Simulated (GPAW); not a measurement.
# A Ge chain with an Au atom bridging one bond: transmission at several levels, part 2 of 2

Aim: T(E), conductance and thermopower of a Ge chain with an Au atom bridging one bond, and what cheaper settings cost in accuracy.

GPAW 26.7.0; GPAW LCAO, PAW setups; Landauer transmission from Green's functions with principal layers (ASE), zero bias.

So far, transmission at the Fermi level (one spin): step 2 (GPAW, dzp, PBE, GPAW) 2.50; step 3 (basis szp(dzp), PBE, GPAW) 2.50; step 4 (basis sz(dzp), PBE, GPAW) 2.49; step 5 (revPBE) 2.49.

### 8. Mixing 0.25

Mixing changes the road to self-consistency, not its end. The mixing history changes the road to self-consistency, not its end.

This step: GPAW LCAO, PAW setups; Landauer transmission from Green's functions with principal layers (ASE), zero bias (GPAW 26.7.0).

run.py reads:

```python
import json
import numpy as np
from ase import Atoms
from ase.transport.calculators import TransportCalculator
from gpaw import GPAW, FermiDirac
from gpaw.lcao.tools import get_lcao_hamiltonian
from scipy.linalg import eigh

# The junction with lead layers at both ends, along the third cell vector
device = Atoms(
    ['Ge', 'Ge', 'Ge', 'Ge', 'Ge', 'Au', 'Ge', 'Ge', 'Ge', 'Ge', 'Ge'],
    positions=[
        [4.50000, 4.50000, 1.17500],
        [4.50000, 4.50000, 3.52500],
        [4.50000, 4.50000, 5.87500],
        [4.50000, 4.50000, 8.22500],
        [4.50000, 4.50000, 10.57500],
        [6.56547, 4.50000, 11.85000],
        [4.50000, 4.50000, 13.12500],
        [4.50000, 4.50000, 15.47500],
        [4.50000, 4.50000, 17.82500],
        [4.50000, 4.50000, 20.17500],
        [4.50000, 4.50000, 22.52500]],
    cell=[[9.0, 0.0, 0.0], [0.0, 9.0, 0.0], [0.0, 0.0, 23.7]],
    pbc=True)

# One principal layer of the lead: the first 3 atoms of the device
lead = Atoms(
    ['Ge', 'Ge', 'Ge'],
    positions=[
        [4.50000, 4.50000, 1.17500],
        [4.50000, 4.50000, 3.52500],
        [4.50000, 4.50000, 5.87500]],
    cell=[[9.0, 0.0, 0.0], [0.0, 9.0, 0.0], [0.0, 0.0, 7.05]],
    pbc=True)

settings = dict(mode='lcao', basis='dzp', xc='PBE', h=0.2,
                occupations=FermiDirac(0.1), maxiter=250,
                mixer=dict(beta=0.25, nmaxold=3, weight=100.0),
                convergence=dict(density=0.0001))
energies = np.arange(-2, 2 + 1e-9, 0.05)
eta = 0.0001
n1, n2 = 1, 1
# k and -k transmit alike, so half of the mesh across the current serves
mesh = [(i, j) for i in range(n1) for j in range(n2) if (i, j) <= (-i % n1, -j % n2)]
weights = np.array([1 if (i, j) == (-i % n1, -j % n2) else 2 for i, j in mesh]) / (n1 * n2)

# [... helper functions left out ...]
fermi_lead = ground_state(lead, (1, 1, 16), 'lead.txt')
fermi_device = ground_state(device, (1, 1, 3), 'device.txt')
# [... loop over the mesh left out, but for ...]
        # Shift the lead onto the potential of the device's first layer
        shift = ((H[:, 0, 0] - H0[:, 0, 0]) / S0[0, 0]).real.mean()
# [...]
kT = 8.617333e-5 * 77
bias = [0.1, 0.2, 0.5, 1.0, 1.5, 2.0]
# [... integrals and printing left out ...]
```

The run is started by

```bash
$ OMP_NUM_THREADS=1 OPENBLAS_NUM_THREADS=1 python run.py
```

What it wrote:

```text
basis functions: device 145, principal layer 39
Fermi level: lead -3.5427 eV, device -3.2803 eV; lead shifted by 0.0338 eV
largest coupling past the next layer 9.77e-06 eV, largest misfit of the first layer 0.039 eV
  E-E_F (eV)   T (one spin)  [channel counts left out]
    -2.000    9.5431e-01
    -1.950    9.5867e-01
    -1.900    9.6216e-01
    -1.850    9.6500e-01
    -1.800    9.6736e-01
    -1.750    9.6934e-01
    -1.700    9.7102e-01
    -1.650    9.7246e-01
    -1.600    9.7371e-01
    -1.550    9.7480e-01
    -1.500    9.7575e-01
    -1.450    9.7659e-01
    -1.400    9.7733e-01
    -1.350    9.7798e-01
    -1.300    9.7855e-01
    -1.250    9.7904e-01
[...]
1.650    1.9301e+00
     1.700    1.9236e+00
     1.750    1.9381e+00
     1.800    1.9726e+00
     1.850    2.0231e+00
     1.900    2.0837e+00
     1.950    2.1486e+00
     2.000    2.2129e+00
conductance at 77 K: 2.5025 G0 a cell; thermopower -0.07828 uV/K
current from the zero-bias T(E) at 0.1 V: 19.387 uA
current from the zero-bias T(E) at 0.2 V: 38.765 uA
current from the zero-bias T(E) at 0.5 V: 96.742 uA
current from the zero-bias T(E) at 1.0 V: 192.1 uA
current from the zero-bias T(E) at 1.5 V: 284.12 uA
current from the zero-bias T(E) at 2.0 V: 370.34 uA
```

The job ended after 33 s (1 thread of Arm Neoverse V2, shared host; peak memory 0.71 GiB).

This step gave:

```yaml
conductance: 2.502 G₀
largest_coupling_past_the_next_principal_layer: 9.77e-6 eV
largest_misfit_of_the_first_principal_layer: 0.03942 eV
shift_that_aligns_the_lead: 0.03380 eV
transmission_at_the_fermi_level_one_spin: 2.503
```

One spin. The transmission, zone mean by energy, zero at the Fermi level:

energy (eV), transmission, zone mean and a bar from the least value:
```
   -2.000       0.95 
   -1.800       0.97 
   -1.600       0.97 
   -1.400       0.98 
   -1.200       0.98 
   -1.000       1.86 #################
   -0.800       2.08 ######################
   -0.600       2.28 #########################
   -0.400       2.40 ############################
   -0.200       2.47 #############################
    0.000       2.50 ##############################
    0.200       2.52 ##############################
    0.300       2.52 ##############################
    0.400       2.52 ##############################
    0.600       2.50 ##############################
    0.800       2.48 #############################
    1.000       2.42 ############################
    1.200       2.32 ##########################
    1.400       2.15 #######################
    1.600       1.96 ###################
    1.800       1.97 ####################
    2.000       2.21 ########################
```

Not self-consistent under bias; the bias window is split evenly. The current through one cell, from the zero-bias transmission by bias:

| bias (V) | current through one cell, from the zero-bias transmission (μA) |
| --- | --- |
| 0.100 | 19.4 |
| 0.200 | 38.8 |
| 0.500 | 96.7 |
| 1.000 | 192 |
| 1.500 | 284 |
| 2.000 | 370 |

Transmission of the three most open eigenchannels against energy, zero at the Fermi level:

| energy (eV) | channel 1 | channel 2 | channel 3 |
| --- | --- | --- | --- |
| -2.00 | 0.954 | 0 | 0 |
| -1.85 | 0.965 | 0 | 0 |
| -1.70 | 0.971 | 0 | 0 |
| -1.60 | 0.974 | 0 | 0 |
| -1.45 | 0.977 | 0 | 0 |
| -1.30 | 0.979 | 0 | 0 |
| -1.15 | 0.980 | 1.3e-9 | 3.4e-10 |
| -1.05 | 0.976 | 0.794 | 0.0980 |
| -0.90 | 0.975 | 0.798 | 0.188 |
| -0.75 | 0.976 | 0.892 | 0.272 |
| -0.60 | 0.975 | 0.929 | 0.372 |
| -0.50 | 0.975 | 0.935 | 0.435 |
| -0.35 | 0.975 | 0.936 | 0.511 |
| -0.20 | 0.975 | 0.934 | 0.560 |
| -0.05 | 0.975 | 0.934 | 0.588 |
| 0.00 | 0.975 | 0.934 | 0.594 |
| 0.05 | 0.975 | 0.934 | 0.598 |
| 0.20 | 0.975 | 0.934 | 0.606 |
| 0.35 | 0.975 | 0.934 | 0.607 |
| 0.50 | 0.975 | 0.934 | 0.602 |
| 0.60 | 0.975 | 0.933 | 0.595 |
| 0.75 | 0.975 | 0.933 | 0.577 |
| 0.90 | 0.975 | 0.934 | 0.544 |
| 1.05 | 0.975 | 0.936 | 0.489 |
| 1.15 | 0.975 | 0.937 | 0.437 |
| 1.30 | 0.975 | 0.941 | 0.325 |
| 1.45 | 0.976 | 0.944 | 0.175 |
| 1.60 | 0.976 | 0.946 | 0.0331 |
| 1.70 | 0.976 | 0.947 | 2.9e-4 |
| 1.85 | 0.976 | 0.948 | 0.0993 |
| 2.00 | 0.976 | 0.946 | 0.290 |

The conductance equals that of the dzp run to 0.2 %.

### 9. A second varied run

A last run, with other settings again.

Edit run.py of step 8 so:

```diff
@@ -37,4 +37,4 @@
 settings = dict(mode='lcao', basis='dzp', xc='PBE', h=0.2,
-                occupations=FermiDirac(0.1), maxiter=250,
-                mixer=dict(beta=0.25, nmaxold=3, weight=100.0),
+                occupations=FermiDirac(0.1), maxiter=75,
+                mixer=dict(beta=0.1, nmaxold=8, weight=100.0),
                 convergence=dict(density=0.0001))
@@ -48,3 +48,3 @@
 # [... helper functions left out ...]
-fermi_lead = ground_state(lead, (1, 1, 16), 'lead.txt')
+fermi_lead = ground_state(lead, (1, 1, 1), 'lead.txt')
 fermi_device = ground_state(device, (1, 1, 3), 'device.txt')
```

What it wrote:

```text
basis functions: device 145, principal layer 39
Fermi level: lead -2.0508 eV, device -3.2803 eV; lead shifted by 1.9997 eV
largest coupling past the next layer 8.87e-06 eV, largest misfit of the first layer 0.225 eV
  E-E_F (eV)   T (one spin)  [channel counts left out]
    -2.000    9.2330e-01
    -1.950    9.3236e-01
    -1.900    9.4023e-01
    -1.850    9.4714e-01
    -1.800    9.5325e-01
    -1.750    9.5867e-01
    -1.700    9.6347e-01
    -1.650    9.6773e-01
    -1.600    9.7150e-01
    -1.550    9.7482e-01
    -1.500    9.7774e-01
    -1.450    9.8028e-01
    -1.400    9.8248e-01
    -1.350    9.8438e-01
    -1.300    9.8601e-01
    -1.250    9.8738e-01
[...]
1.650    1.9482e+00
     1.700    1.9474e+00
     1.750    1.9662e+00
     1.800    2.0068e+00
     1.850    2.0674e+00
     1.900    2.1416e+00
     1.950    2.2207e+00
     2.000    2.2962e+00
conductance at 77 K: 2.4104 G0 a cell; thermopower -0.1267 uV/K
current from the zero-bias T(E) at 0.1 V: 18.682 uA
current from the zero-bias T(E) at 0.2 V: 37.395 uA
current from the zero-bias T(E) at 0.5 V: 94.048 uA
current from the zero-bias T(E) at 1.0 V: 191.02 uA
current from the zero-bias T(E) at 1.5 V: 284.86 uA
current from the zero-bias T(E) at 2.0 V: 359.64 uA
```

Elapsed: 22 s, on 1 thread; peak memory 0.8 GiB.

The run finished. A setting was moved off its sound value on purpose, so it serves as a test and not as the result.

The fault put into the input: one k-point along the lead (lead_nz = 1).

The two runs compared:

| quantity | this run | sound run | difference |
| --- | --- | --- | --- |
| conductance (G₀) | 2.4104 | 2.5024 | -0.0920 |
| largest coupling past the next principal layer (eV) | 8.874e-6 | 9.771e-6 | -9.0e-7 |
| largest misfit of the first principal layer (eV) | 0.22540 | 0.039510 | 0.186 |
| shift that aligns the lead (eV) | 1.9997 | 0.033548 | 1.97 |
| transmission at the Fermi level (one spin) | 2.4100 | 2.5025 | -0.0925 |

The two runs differ clearly in the shift that aligns the lead: 2.00 eV against 0.0335 eV.

### 10. Outcome

| Quantity | Value |
| --- | --- |
| conductance | 2.50 G₀ |
| transmission at the Fermi level, mean of the spins | 2.50 |
| thermopower | about 0 (under 1.5 μV/K) |

In the dzp basis the junction conducts 2.50 G₀ at 77 K, with T = 2.50 a spin at the Fermi level; the sz basis reaches that conductance within 10 %. At the Fermi level the three most open eigenchannels pass 0.98, 0.93 and 0.59. Measured against the first run (dzp), the nearest curve is that of dzp-revPBE (r.m.s. 0.0086) and the farthest that of szp (0.14). Over the compared runs wall time goes from 15 s (sz) to 23 s (dzp), on a shared host. The geometry was built from estimated bond lengths and not relaxed, so the numbers describe this model structure. The run had no spin polarisation, so a magnetic state, which chains and small molecules with open shells often have, wasn't tested. Spin-orbit coupling is left out, which matters for the heavy atoms here. An evenly spaced straight chain is an idealisation: free chains tend to dimerise, zigzag or, where a band edge lies near the Fermi level, turn magnetic. The currents use the zero-bias T(E) throughout, which holds only while the bias is small against the distance to the nearest feature. The energy step is wider than the thermal energy, so the conductance and thermopower rest on interpolation of T(E).

[Logs are printed without paths, hosts, clocks, repeated set-up lines and the standing remarks that a program may print on its own settings, such as how far it seeks lower states.]

[Hosts, paths, dates, database ids (printed as entryN), source tags and the programs' standing remarks are cut or masked in the printed files.]
